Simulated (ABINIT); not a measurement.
An input for ABINIT 10.8.3 (KMgF3 (Pm-3m)):

```
acell 3*1.0 Angstrom
rprim 
  3.985900000000 0.000000000000 0.000000000000
  0.000000000000 3.985900000000 0.000000000000
  0.000000000000 0.000000000000 3.985900000000
ntypat 3
znucl 19 12 9
natom 5
typat 1 2 3 3 3
xred 
  0.500000000000 0.500000000000 0.500000000000
  0.000000000000 0.000000000000 0.000000000000
  0.500000000000 0.000000000000 0.000000000000
  0.000000000000 0.500000000000 0.000000000000
  0.000000000000 0.000000000000 0.500000000000
pp_dirpath "pseudos"
pseudos "K.upf, Mg.upf, F.upf"
ecut 38
ngkpt 4 4 4
nshiftk 1
shiftk 0 0 0
kptopt 1
chksymbreak 0
iscf -2
irdden 1
istwfk *1
nband 50
nbdbuf 4
tolwfr 1e-09
nstep 60
prtvol 0
indata_prefix "in"
outdata_prefix "out"
tmpdata_prefix "tmp"
```

```sh
OMP_NUM_THREADS=1 mpirun -n 4 abinit run.abi > log
```

Question: How long will it take on 4 MPI ranks of Arm Neoverse V1, shared host, and how much memory?

It took 18 s; on shared hardware allow 8.9 s to 36 s. Peak host memory was 0.3 GiB.

[Paths, hosts, dates, memory and timing lines, banners, echoed tables and standing remarks are left out of the program output.]

[Logs are printed without paths, hosts, clocks, repeated set-up lines and the standing remarks that a program may print on its own settings, such as how far it seeks lower states.]

[Runs of the session that timed out or met a known fault of the program may be left out.]

[Hosts, paths, dates, database ids (printed as entryN), source tags and the programs' standing remarks are cut or masked in the printed files.]

[G0W0 gaps are taken among the corrected bands and points alone; a level outside them can change the order at an edge.]

[Where Ansatz stands beside ABINIT at settings called matched, ABINIT's density can come from a denser mesh and the files from another edition; pairs whose starting gaps differed by over 0.03 eV were left out, so agreement reads better than it is.]
